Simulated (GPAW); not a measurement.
## A Ga chain with one N atom in line: converging a transmission

How do the numerical settings move the conductance of a Ga chain with one N atom in line?

Calculated with GPAW 26.7.0; GPAW LCAO, PAW setups; Landauer transmission from Green's functions with principal layers (ASE), zero bias.

### Step 1. Set-up

The cell holds 11 atoms: 10 Ga and 1 N. Cell: a = 9.000 Å, b = 9.000 Å, c = 26.599 Å, α = 90.0°, β = 90.0°, γ = 90.0°. Regions: left lead, 5 atoms (5 Ga); channel, 1 atom (1 N); right lead, 5 atoms (5 Ga). Vacuum lies along a and b. The structure is stacked along c, and the current runs across the ab planes.

Structure file:

```cif
data_structure
_symmetry_space_group_name_H-M 'P 1'
_symmetry_Int_Tables_number 1
_cell_length_a 9.0000
_cell_length_b 9.0000
_cell_length_c 26.5986
_cell_angle_alpha 90.000
_cell_angle_beta 90.000
_cell_angle_gamma 90.000
_cell_volume 2154.49
loop_
_atom_site_label
_atom_site_type_symbol
_atom_site_fract_x
_atom_site_fract_y
_atom_site_fract_z
_atom_site_occupancy
Ga1 Ga 0.50000 0.50000 0.04793 1
Ga2 Ga 0.50000 0.50000 0.14380 1
Ga3 Ga 0.50000 0.50000 0.23967 1
Ga4 Ga 0.50000 0.50000 0.33554 1
Ga5 Ga 0.50000 0.50000 0.43141 1
N6 N 0.50000 0.50000 0.50000 1
Ga7 Ga 0.50000 0.50000 0.56859 1
Ga8 Ga 0.50000 0.50000 0.66446 1
Ga9 Ga 0.50000 0.50000 0.76033 1
Ga10 Ga 0.50000 0.50000 0.85620 1
Ga11 Ga 0.50000 0.50000 0.95207 1
```

### Step 2. The reference run

All settings start at ordinary values; they are then varied in turn, with meshes following the cell where its length changes.

The input, run.py:

```python
import json
import numpy as np
from ase import Atoms
from ase.transport.calculators import TransportCalculator
from gpaw import GPAW, FermiDirac
from gpaw.lcao.tools import get_lcao_hamiltonian
from scipy.linalg import eigh

# The junction with lead layers at both ends, along the third cell vector
device = Atoms(
    ['Ga', 'Ga', 'Ga', 'Ga', 'Ga', 'N', 'Ga', 'Ga', 'Ga', 'Ga', 'Ga'],
    positions=[
        [4.50000, 4.50000, 1.27500],
        [4.50000, 4.50000, 3.82500],
        [4.50000, 4.50000, 6.37500],
        [4.50000, 4.50000, 8.92500],
        [4.50000, 4.50000, 11.47500],
        [4.50000, 4.50000, 13.29930],
        [4.50000, 4.50000, 15.12360],
        [4.50000, 4.50000, 17.67360],
        [4.50000, 4.50000, 20.22360],
        [4.50000, 4.50000, 22.77360],
        [4.50000, 4.50000, 25.32360]],
    cell=[[9.0, 0.0, 0.0], [0.0, 9.0, 0.0], [0.0, 0.0, 26.5986]],
    pbc=True)

# One principal layer of the lead: the first 3 atoms of the device
lead = Atoms(
    ['Ga', 'Ga', 'Ga'],
    positions=[
        [4.50000, 4.50000, 1.27500],
        [4.50000, 4.50000, 3.82500],
        [4.50000, 4.50000, 6.37500]],
    cell=[[9.0, 0.0, 0.0], [0.0, 9.0, 0.0], [0.0, 0.0, 7.65]],
    pbc=True)

settings = dict(mode='lcao', basis='dzp', xc='PBE', h=0.18,
                occupations=FermiDirac(0.1), maxiter=250,
                mixer=dict(beta=0.1, nmaxold=8, weight=100.0),
                convergence=dict(density=0.0001))
energies = np.arange(-2, 2 + 1e-9, 0.05)
eta = 0.0001
n1, n2 = 1, 1
# k and -k transmit alike, so half of the mesh across the current serves
mesh = [(i, j) for i in range(n1) for j in range(n2) if (i, j) <= (-i % n1, -j % n2)]
weights = np.array([1 if (i, j) == (-i % n1, -j % n2) else 2 for i, j in mesh]) / (n1 * n2)

# [... helper functions left out ...]
fermi_lead = ground_state(lead, (1, 1, 15), 'lead.txt')
fermi_device = ground_state(device, (1, 1, 3), 'device.txt')
# [... loop over the mesh left out, but for ...]
        # Shift the lead onto the potential of the device's first layer
        shift = ((H[:, 0, 0] - H0[:, 0, 0]) / S0[0, 0]).real.mean()
# [...]
kT = 8.617333e-5 * 300
bias = [0.1, 0.2, 0.5, 1.0, 1.5, 2.0]
# [... integrals and printing left out ...]
```

Launch:

```bash
> OMP_NUM_THREADS=1 OPENBLAS_NUM_THREADS=2 python run.py
```

Then come: lead periods between scatterer and principal layer, 7 atoms: buffer = 0; lead periods between scatterer and principal layer, 9 atoms: buffer = 1; lead periods between scatterer and principal layer, 15 atoms: buffer = 4; varying the lead periods between scatterer and principal layer, 19 atoms: buffer = 6; convergence in the lead periods between scatterer and principal layer; varying the density threshold: conv = 0.1; density threshold: conv = 0.01; varying the density threshold: conv = 0.001; density threshold: conv = 1e-06; convergence in the density threshold; varying the width of the vacuum box; width of the vacuum box, box 6 × 6 Å; varying the width of the vacuum box, box 7.5 × 7.5 Å; varying the width of the vacuum box, box 11 × 11 Å; varying the width of the vacuum box, box 13 × 13 Å; convergence in the width of the vacuum box; varying the energy step: de = 0.2; varying the energy step: de = 0.1; energy step: de = 0.025; energy step: de = 0.0125; convergence in the energy step. Settings of the main run: DZP basis, PBE, grid spacing 0.18 Å, smearing width 0.1 eV, energies (-2, 2, 0.05) eV, broadening 0.0001 eV, 1×1×3 SCF mesh, 15 k-points along the leads, period 7.65 Å, temperature 300 K, bias (0.1, 0.2, 0.5, 1, 1.5, 2) V.

**Question.** What will these runs give for the conductance at the base settings and range over the density threshold?

Current over bias at the lowest bias computed gives the conductance there: 89.5 μS, or 1.16 G₀ with G₀ = 2e²/h = 77.5 μS. At the base settings the conductance, averaged at 300 K, is 1.16 G₀. In the lead periods between scatterer and principal layer, 4 already gives the conductance within 3 % of the finest value tried; currents at finite bias may need more.

```
conductance at the base settings                                           : 1.16 G₀
range over the lead periods between scatterer and principal layer (0 to 6) : 1.11 to 1.22 G₀
range over the density threshold (1.0e-6 to 0.1)                           : 1.16 to 1.16 G₀
range over the width of the vacuum box (5 to 13 Å)                         : 0.956 to 1.17 G₀
range over the energy step (0.0125 to 0.2 eV)                              : 1.12 to 1.17 G₀
```

In the density threshold, no value tried moves the conductance by 3 %. In the width of the vacuum box, 6 Å already gives the conductance within 3 % of the finest value tried; currents at finite bias may need more. In the energy step, 0.1 eV already gives the conductance within 3 % of the finest value tried; currents at finite bias may need more. The thresholds 0.01 and 0.1 ended after the same number of SCF steps: the energy test stopped those runs, so they are one result, not a plateau. Over the ranges tried, the width of the vacuum box moves it most, counted as a ratio. The geometry was built from estimated bond lengths and not relaxed, so the numbers describe this model structure. The run had no spin polarisation, so a magnetic state, which chains and small molecules with open shells often have, wasn't tested. An evenly spaced straight chain is an idealisation: free chains tend to dimerise, zigzag or, where a band edge lies near the Fermi level, turn magnetic. The currents use the zero-bias T(E) throughout, which holds only while the bias is small against the distance to the nearest feature.

[Logs are printed without paths, hosts, clocks, repeated set-up lines and the standing remarks that a program may print on its own settings, such as how far it seeks lower states.]

[Hosts, paths, dates, database ids (printed as entryN), source tags and the programs' standing remarks are cut or masked in the printed files.]
